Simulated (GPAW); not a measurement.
# Zr2COS MXene monolayer: simulated STM images

Wanted: filled- and empty-state images of Zr2COS MXene monolayer, with its work function.

Main program and level: GPAW 26.7.0; GPAW, PAW setups; layer in a repeated cell with vacuum, relaxation of atoms and in-plane cell, in the first sound run; inputs show where later runs differ.

**1. Set-up**

The cell holds 5 atoms: 1 S, 2 Zr, 1 C and 1 O. Its edges and angles: a = 3.289 Å, b = 3.289 Å, c = 21.587 Å, α = 90.0°, β = 90.0°, γ = 120.0°. Vacuum lies along c.

**2. Relaxation**

The atoms are relaxed first, since the surface dipole, and with it the work function, follows the positions of the outer layers.

run.py reads:

```python
import json
import numpy as np
from ase import Atoms
from ase.filters import FrechetCellFilter
from ase.optimize import BFGS
from gpaw import GPAW, PW

slab = Atoms(
    ['S', 'Zr', 'C', 'Zr', 'O'],
    positions=[
        [-0.00000, 1.89891, 8.00000],
        [1.64450, 0.94945, 9.81240],
        [0.00000, 0.00000, 11.11015],
        [-0.00000, 1.89891, 12.40790],
        [1.64450, 0.94945, 13.58662]],
    cell=[[3.289, 0.0, 0.0], [-1.6445, 2.84836, 0.0], [0.0, 0.0, 21.5866]],
    pbc=[True, True, True])

slab.calc = GPAW(mode=PW(600), xc='PBE', kpts={'size': (12, 12, 1), 'gamma': True},
                 occupations={'name': 'fermi-dirac', 'width': 0.05}, nbands='160%',
                 convergence={'density': 1e-05}, maxiter=200,
                 symmetry={'tolerance': 1e-3}, txt='slab.txt')
result = {}
# The in-plane cell is free; stress needs a cell that repeats along all three vectors
path = []
opt = BFGS(FrechetCellFilter(slab, mask=[1, 1, 0, 0, 0, 1]), maxstep=0.2)
opt.attach(lambda: path.append((slab.get_potential_energy(), slab.positions.tolist(), slab.get_forces().tolist())))
result['relaxed'] = bool(opt.run(fmax=0.02, steps=45))
result['path'] = path
result['cell'] = slab.cell.tolist()
print('in-plane lattice', slab.cell.cellpar().round(4)[[0, 1, 5]])
energy = slab.get_potential_energy()
fermi = slab.calc.get_fermi_level()
v = slab.calc.get_electrostatic_potential().mean((0, 1)) - fermi
n = slab.calc.get_pseudo_density().mean((0, 1))
L = slab.cell[2, 2]
z = np.arange(len(v)) * L / len(v)
low, high = slab.positions[:, 2].min(), slab.positions[:, 2].max()
below, above = np.interp([low - 5.8, high + 5.8], z, v)
slopes = [np.interp(x, z, np.gradient(v, z)) for x in (low - 5.8, high + 5.8)]
eps = np.array([[slab.calc.get_eigenvalues(k, s) for k in range(len(slab.calc.get_ibz_k_points()))]
                for s in range(slab.calc.get_number_of_spins())]) - fermi
top, bottom = eps[eps < 0].max(), eps[eps > 0].min()
dipole = slab.get_dipole_moment()[2]
print(f'energy {energy:.4f} eV, Fermi level {fermi:.4f} eV, dipole {dipole:.5f} e A')
print(f'potential 5.8 A off the faces, from the Fermi level: lower {below:.4f} eV, upper {above:.4f} eV')
print(f'slope of the potential there: lower {slopes[0]:.5f}, upper {slopes[1]:.5f} eV/A')
print(f'nearest levels on the mesh: {top:.4f} and {bottom:.4f} eV')
print('magnetic moment', round(slab.get_magnetic_moment(), 3))
result.update(energy=energy, fermi=fermi, dipole=dipole, below=below, above=above, slopes=slopes, edges=[top, bottom],
              z=z.tolist(), v=v.tolist(), n=n.tolist(), positions=slab.positions.tolist(),
              forces=slab.get_forces(apply_constraint=False).tolist(), moments=slab.get_magnetic_moments().tolist())
json.dump(result, open('result.json', 'w'))
```

The run is started by

```console
> OMP_NUM_THREADS=1 OPENBLAS_NUM_THREADS=1 python run.py
```

The program printed:

```text
Step          Energy          fmax
BFGS:    0      -41.032583        4.694116
BFGS:    1      -41.443436        2.350132
BFGS:    2      -41.637442        0.489200
BFGS:    3      -41.653345        0.452156
BFGS:    4      -41.733108        0.503923
BFGS:    5      -41.746961        0.462732
BFGS:    6      -41.762563        0.206703
BFGS:    7      -41.764653        0.069957
BFGS:    8      -41.764429        0.068677
BFGS:    9      -41.764108        0.048009
BFGS:   10      -41.763921        0.031483
BFGS:   11      -41.763935        0.017990
in-plane lattice [  3.3672   3.3672 120.    ]
energy -41.7614 eV, Fermi level -0.4870 eV, dipole 0.11933 e A
potential 5.8 A off the faces, from the Fermi level: lower 5.6442 eV, upper 5.1591 eV
slope of the potential there: lower 0.10189, upper 0.10205 eV/A
nearest levels on the mesh: -0.1221 and 0.0258 eV
magnetic moment 0.0
```

Wall time 11 min (1 thread of Intel Xeon at 2.60GHz (Ice Lake), shared host); peak memory 0.47 GiB.

This step gave:

- dipole along the normal: 0.1193 e·Å
- levels nearest the Fermi level on the mesh: -0.1221, 0.02580 eV from the Fermi level

The electrostatic potential energy of an electron (without an applied field's), less the Fermi level, planar mean oscillates, so the rows of the table below give means over windows of 0.5 Å about each position, cut where the curve ends. Its maxima inside the range that stand out by 2 % of the span (Å: eV): 5.87: 5.97, 8.81: -4.76, 10.62: -5.35, 11.57: -4.66. Its minima: 8.20: -15.6, 9.76: -20.2, 11.05: -9.10, 12.52: -20.9.

Electrostatic potential energy of an electron (without an applied field's), less the Fermi level, planar mean against z; means over each step:

z (Å), electrostatic potential energy of an electron (without an applied field's), less the Fermi level, planar mean (eV) and a bar from the least value:
```
      0.0        5.4 #############################
      0.5        5.5 #############################
      1.0        5.5 #############################
      1.5        5.6 ##############################
      2.0        5.6 ##############################
      2.5        5.7 ##############################
      3.0        5.7 ##############################
      3.5        5.8 ##############################
      4.0        5.8 ##############################
      4.5        5.9 ##############################
      5.0        5.9 ##############################
      5.5        6.0 ##############################
      6.0        6.0 ##############################
      6.5        5.8 ##############################
      7.0        4.8 #############################
      7.5        0.1 #######################
      8.0      -11.9 #########
      8.5       -9.6 ############
      9.0       -6.3 ################
      9.5      -16.0 ####
     10.0      -16.6 ####
     10.5       -7.0 ###############
     11.0       -7.9 ##############
     11.5       -5.6 ################
     12.0      -11.0 ##########
     12.5      -19.8 
     13.0      -14.8 ######
     13.5       -9.1 ############
     14.0        1.2 ########################
     14.5        4.1 ############################
     15.0        4.6 ############################
     15.5        4.8 #############################
     16.0        4.8 #############################
     16.5        4.9 #############################
     17.0        4.9 #############################
     17.5        5.0 #############################
     18.0        5.0 #############################
     18.5        5.1 #############################
     19.0        5.1 #############################
     19.5        5.2 #############################
     20.0        5.2 #############################
     20.5        5.3 #############################
     21.0        5.3 #############################
     21.5        5.4 #############################
```

Table of pseudo valence density, planar mean by z:

z (Å), pseudo valence density, planar mean (e/Å³) and a bar:
```
      5.0       0.00 
      5.5       0.00 
      6.0       0.00 
      6.5       0.01 
      7.0       0.07 ##
      7.5       0.25 #######
      8.0       0.37 ##########
      8.5       0.45 ############
      9.0       0.41 ###########
      9.5       0.84 #######################
     10.0       0.90 ########################
     10.5       0.45 ############
     11.0       0.45 ############
     11.5       0.42 ###########
     12.0       0.54 ###############
     12.5       1.11 ##############################
     13.0       0.86 #######################
     13.5       0.77 #####################
     14.0       0.21 ######
     14.5       0.03 #
     15.0       0.01 
     15.5       0.00 
     16.0       0.00 
     16.5       0.00
```

The relaxation lowered the energy of the cell by 0.734 eV (energies extrapolated to zero smearing; the optimiser's log prints free energies). The largest force left on a free atom is 0.018 eV/Å.

**3. The slab's potential**

With the geometry fixed, the planar mean of the potential gives the vacuum level on each side.

This step: GPAW, PAW setups; slab in vacuum (GPAW 26.7.0).

The cell differs from the one that the last finished run ended in (c 21.587 → 21.229 Å).

run.py reads:

```python
import json
import numpy as np
from ase import Atoms
from ase.dft.stm import STM
from gpaw import GPAW, PW

slab = Atoms(
    ['S', 'Zr', 'C', 'Zr', 'O'],
    positions=[
        [-0.00000, 1.94408, 8.00000],
        [1.68362, 0.97204, 9.60718],
        [0.00000, -0.00000, 10.94108],
        [-0.00000, 1.94408, 12.34862],
        [1.68362, 0.97204, 13.22921]],
    cell=[[3.36724, -0.0, 0.0], [-1.68362, 2.91612, 0.0], [0.0, 0.0, 21.2292]],
    pbc=[True, True, False])

slab.calc = GPAW(mode=PW(500), xc='PBE', kpts={'size': (12, 12, 1), 'gamma': True},
                 occupations={'name': 'fermi-dirac', 'width': 0.05}, nbands='160%',
                 convergence={'density': 1e-05}, maxiter=200,
                 poissonsolver={'dipolelayer': 'xy'},
                 symmetry={'tolerance': 1e-3}, txt='slab.txt')
result = {}
energy = slab.get_potential_energy()
fermi = slab.calc.get_fermi_level()
v = slab.calc.get_electrostatic_potential().mean((0, 1)) - fermi
n = slab.calc.get_pseudo_density().mean((0, 1))
L = slab.cell[2, 2]
z = np.arange(len(v)) * L / len(v)
low, high = slab.positions[:, 2].min(), slab.positions[:, 2].max()
below, above = np.interp([low - 5.8, high + 5.8], z, v)
slopes = [np.interp(x, z, np.gradient(v, z)) for x in (low - 5.8, high + 5.8)]
eps = np.array([[slab.calc.get_eigenvalues(k, s) for k in range(len(slab.calc.get_ibz_k_points()))]
                for s in range(slab.calc.get_number_of_spins())]) - fermi
top, bottom = eps[eps < 0].max(), eps[eps > 0].min()
dipole = slab.get_dipole_moment()[2]
print(f'energy {energy:.4f} eV, Fermi level {fermi:.4f} eV, dipole {dipole:.5f} e A')
print(f'potential 5.8 A off the faces, from the Fermi level: lower {below:.4f} eV, upper {above:.4f} eV')
print(f'slope of the potential there: lower {slopes[0]:.5f}, upper {slopes[1]:.5f} eV/A')
print(f'nearest levels on the mesh: {top:.4f} and {bottom:.4f} eV')
print('magnetic moment', round(slab.get_magnetic_moment(), 3))
result.update(energy=energy, fermi=fermi, dipole=dipole, below=below, above=above, slopes=slopes, edges=[top, bottom],
              z=z.tolist(), v=v.tolist(), n=n.tolist(), positions=slab.positions.tolist(),
              forces=slab.get_forces(apply_constraint=False).tolist(), moments=slab.get_magnetic_moments().tolist())

# Images need the states of the whole zone, up to time reversal
slab.calc = slab.calc.fixed_density(symmetry={'point_group': False}, txt='states.txt', nbands='250%',
                                    convergence={'bands': 'CBM+1.3'})
stm = STM(slab)
result['stm'] = []
for bias in [-1.0, 1.0]:
    height = high + 3.0
    current = stm.get_averaged_current(bias, height)
    x, y, h = stm.scan(bias, current)
    i, f = divmod(height / L * stm.ldos.shape[2], 1)
    I = abs((1 - f) * stm.ldos[:, :, int(i)] + f * stm.ldos[:, :, int(i) + 1])
    print(f'bias {bias} V: mean current at 3.0 A {current:.4e}, corrugation {np.ptp(h):.4f} A')
    result['stm'].append(dict(bias=bias, current=current, h=(h - high).tolist(), I=I.tolist()))
json.dump(result, open('result.json', 'w'))
```

The program printed:

```text
energy -41.3822 eV, Fermi level -0.3897 eV, dipole 0.08239 e A
potential 5.8 A off the faces, from the Fermi level: lower 6.1465 eV, upper 4.6162 eV
slope of the potential there: lower -0.00101, upper -0.00055 eV/A
nearest levels on the mesh: -0.1172 and 0.0242 eV
magnetic moment 0.0
bias -1.0 V: mean current at 3.0 A 2.5709e-06, corrugation 0.2046 A
bias 1.0 V: mean current at 3.0 A 5.4051e-06, corrugation 0.2407 A
```

The job ended after 3.8 min (1 thread; peak memory 0.76 GiB).

This step gave:

* dipole along the normal: 0.08239 e·Å
* levels nearest the Fermi level on the mesh: -0.1172, 0.02419 eV from the Fermi level
* upper work function: 4.616 eV
* lower work function: 6.147 eV
* corrugation -1: 0.2046 Å
* corrugation 1: 0.2407 Å

The electrostatic potential energy of an electron (without an applied field's), less the Fermi level, planar mean oscillates, so the rows of the table below give means over windows of 1 Å about each position, cut where the curve ends. Its maxima inside the range that stand out by 2 % of the span (Å: eV): 0.5: 6.15, 8.7: -4.72, 10.5: -5.35, 11.4: -4.73. Its minima: 8.1: -15.5, 9.6: -20.1, 10.9: -9.12, 12.3: -20.9.

Electrostatic potential energy of an electron (without an applied field's), less the Fermi level, planar mean against z; means over each step:

```
z (Å)  electrostatic potential energy of an electron (without an applied field's), less the Fermi level, planar mean (eV)
    0                                                                                                                5.86
    1                                                                                                                6.15
    2                                                                                                                6.15
    3                                                                                                                6.15
    4                                                                                                                6.14
    5                                                                                                                6.14
    6                                                                                                                6.03
    7                                                                                                                3.40
    8                                                                                                               -10.6
    9                                                                                                               -9.86
   10                                                                                                               -13.1
   11                                                                                                               -6.79
   12                                                                                                               -14.1
   13                                                                                                               -13.4
   14                                                                                                                1.84
   15                                                                                                                4.52
   16                                                                                                                4.61
   17                                                                                                                4.62
   18                                                                                                                4.62
   19                                                                                                                4.62
   20                                                                                                                4.62
   21                                                                                                                4.75
```

Pseudo valence density, planar mean against z:

z (Å), pseudo valence density, planar mean (e/Å³) and a bar:
```
        4       0.00 
        5       0.00 
        6       0.00 
        7       0.10 ####
        8       0.37 #############
        9       0.48 #################
       10       0.68 ########################
       11       0.45 ################
       12       0.73 #########################
       13       0.86 ##############################
       14       0.12 ####
       15       0.00 
       16       0.00 
       17       0.00
```

Tip height over the top atom over a1 and a2. Sample bias -1 V, constant current at the mean current 3.0 Å over the top atom.

Ten even steps from '_' (2.88 Å) to '@' (3.09 Å):
```
..::::--==++++++++++++++++==--::::..
--::::----======++======----::::----
==------::::--====--::::------======
====--::....::::::....::--====++++++
++++==::..________..::==++++********
**++==--::______::--==++************
**++====::____::====++**############
**++++==::__::==++++**##%%@@@@@@%%##
++++==--....--==++++**%%@@@@@@@@%%**
**++==::..::==++****%%@@@@@@@@@@%%**
**++==::::==++**##%%@@@@%%%%@@@@%%##
**++------++**##%%@@@@%%%%%%@@@@%%##
++==----==++**##@@@@@@%%%%@@@@@@##**
==--::--==****##@@@@@@@@@@@@@@##****
==::::==++****##@@@@@@@@@@@@##****++
--::--==++****##%%%%%%%%%%##****++==
....--==++****####****####****++==--
__..--====++******++******++====--..
```
Columns: a1 from 0 to 0.944; rows upwards: a2 from 0 to 0.944.

Local density of states summed over the bias window over a1 and a2. Sample bias -1 V, constant height 3.0 Å over the top atom.

Values in units of 1e-6 arbitrary, 12 rows by 16 columns, each cell a mean:
```
2.3 2.3 2.3 2.3 2.4 2.5 2.5 2.5 2.5 2.5 2.5 2.4 2.3 2.3 2.3 2.3
2.3 2.3 2.3 2.3 2.3 2.3 2.4 2.4 2.3 2.3 2.3 2.3 2.3 2.3 2.4 2.4
2.5 2.4 2.3 2.2 2.2 2.2 2.2 2.2 2.2 2.2 2.3 2.4 2.5 2.6 2.6 2.6
2.7 2.5 2.4 2.3 2.2 2.2 2.2 2.2 2.3 2.4 2.6 2.7 2.7 2.7 2.7 2.7
2.7 2.6 2.4 2.3 2.2 2.2 2.3 2.4 2.5 2.6 2.8 2.8 2.8 2.8 2.8 2.8
2.6 2.6 2.4 2.3 2.2 2.2 2.4 2.5 2.6 2.7 2.9 3.0 3.0 3.0 2.9 2.8
2.7 2.5 2.4 2.2 2.3 2.4 2.6 2.7 2.8 2.9 3.0 3.0 3.0 3.0 2.9 2.8
2.7 2.5 2.3 2.3 2.4 2.6 2.7 2.8 3.0 3.0 3.0 3.0 3.0 3.0 2.9 2.8
2.5 2.3 2.3 2.3 2.5 2.7 2.8 2.9 3.1 3.1 3.0 3.0 3.0 2.9 2.8 2.7
2.4 2.3 2.3 2.4 2.6 2.7 2.7 2.9 3.0 3.0 3.0 3.0 2.9 2.7 2.7 2.6
2.3 2.3 2.4 2.5 2.6 2.7 2.8 2.9 2.8 2.8 2.9 2.8 2.7 2.6 2.6 2.4
2.3 2.3 2.4 2.4 2.6 2.7 2.7 2.7 2.7 2.7 2.7 2.7 2.6 2.5 2.4 2.3
```
Columns: a1 from 0 to 0.944; rows upwards: a2 from 0 to 0.944.

Tip height over the top atom over a1 and a2. Sample bias 1 V, constant current at the mean current 3.0 Å over the top atom.

Values in Å, 12 rows by 16 columns, each cell a mean:
```
2.92 2.94 2.93 2.94 2.97 2.99 2.99 2.99 2.99 2.99 2.98 2.96 2.94 2.94 2.94 2.92
2.96 2.93 2.92 2.94 2.95 2.96 2.97 2.98 2.96 2.95 2.95 2.93 2.92 2.95 2.96 2.96
2.98 2.96 2.95 2.93 2.91 2.92 2.94 2.92 2.91 2.94 2.96 2.97 2.98 2.99 3.00 2.99
3.01 2.99 2.96 2.94 2.92 2.92 2.92 2.92 2.94 2.97 2.99 3.01 3.01 3.01 3.01 3.01
3.02 2.99 2.98 2.96 2.93 2.92 2.95 2.97 2.98 3.01 3.04 3.05 3.05 3.06 3.05 3.04
3.02 2.99 2.97 2.94 2.91 2.93 2.97 2.99 3.02 3.05 3.07 3.09 3.10 3.09 3.07 3.05
3.02 2.99 2.96 2.94 2.94 2.97 3.00 3.03 3.06 3.07 3.09 3.11 3.10 3.09 3.07 3.05
3.01 2.98 2.95 2.94 2.97 3.00 3.03 3.06 3.08 3.10 3.11 3.11 3.10 3.09 3.07 3.04
2.98 2.94 2.92 2.94 2.98 3.01 3.04 3.08 3.10 3.11 3.10 3.11 3.10 3.08 3.04 3.01
2.96 2.94 2.94 2.97 3.00 3.01 3.04 3.08 3.09 3.09 3.09 3.09 3.07 3.04 3.01 2.99
2.93 2.93 2.96 2.98 3.00 3.01 3.03 3.06 3.06 3.06 3.06 3.05 3.02 3.00 2.99 2.97
2.88 2.91 2.96 2.97 2.99 3.01 3.02 3.03 3.03 3.03 3.03 3.01 2.99 2.98 2.96 2.92
```
Columns: a1 from 0 to 0.944; rows upwards: a2 from 0 to 0.944.

Local density of states summed over the bias window over a1 and a2. Sample bias 1 V, constant height 3.0 Å over the top atom.

Ten even steps from '_' (4.36 × 1e-6 arbitrary) to '@' (6.93 × 1e-6 arbitrary):
```
........::----------------::........
....____..::::::--::::::..____......
::..__........::::........__..::::::
::::....____..::..____....::::------
----::..____________..::----========
==--::....______....::--======++====
++--::::::____::::::--++++++****++++
++----::..__..::----++**##########**
++--::..____..::--++**##%%@@@@%%##**
++--::..__..::--++**##%%@@@@@@%%##**
++--::....::--++**##%%@@@@@@@@%%##**
==--......--==++##%%@@@@@@@@@@%%##++
--::____::--==++##@@@@@@@@@@@@##++==
::..__..::====**##@@@@@@@@@@##**====
::....::--==++**##%%%%%%%%##**++==--
......::--====++##########++====--::
......::--====++********++====--::..
......::::--==++++++++++==--::::....
```
Columns: a1 from 0 to 0.944; rows upwards: a2 from 0 to 0.944.

Force by atom:

```
atom  x (eV/Å)  y (eV/Å)  z (eV/Å)    size
  S1    0.0000    0.0000    0.0108  0.0108
 Zr2    0.0000    0.0000   -0.0241  0.0241
  C3    0.0000    0.0000    0.0426  0.0426
 Zr4    0.0000    0.0000   -0.0553  0.0553
  O5    0.0000    0.0000    0.0617  0.0617
```

The potential is flat to 0.001 eV/Å where it is read, so the vacuum is wide enough.

**4. What came out**

| Property | Result |
| --- | --- |
| work function, upper and lower face | 4.616 and 6.147 eV |
| dipole along the normal | 0.0824 e Å |
| corrugation at -1 V | 0.205 Å |
| corrugation at 1 V | 0.241 Å |

The corrugation at constant current is largest at 1 V, where the tip height varies by 0.24 Å over the cell. Negative sample bias images filled states, positive bias empty ones. The two faces differ by 1.5 eV, the step that the slab's dipole makes (e p/(ε0 A) gives 1.5 eV), so the dipole layer is needed. The images are of Tersoff-Hamann type: an s-wave tip, no tip-sample forces, heights closer than in a microscope. The relaxation of atoms and cell ran in a fully periodic cell without the dipole layer, so the atoms of this polar layer felt a small spurious field. The layer's cell and atoms come from the relaxation; spin-orbit coupling and temperature are left out.

[Logs are printed without paths, hosts, clocks, repeated set-up lines and the standing remarks that a program may print on its own settings, such as how far it seeks lower states.]

[Hosts, paths, dates, database ids (printed as entryN), source tags and the programs' standing remarks are cut or masked in the printed files.]
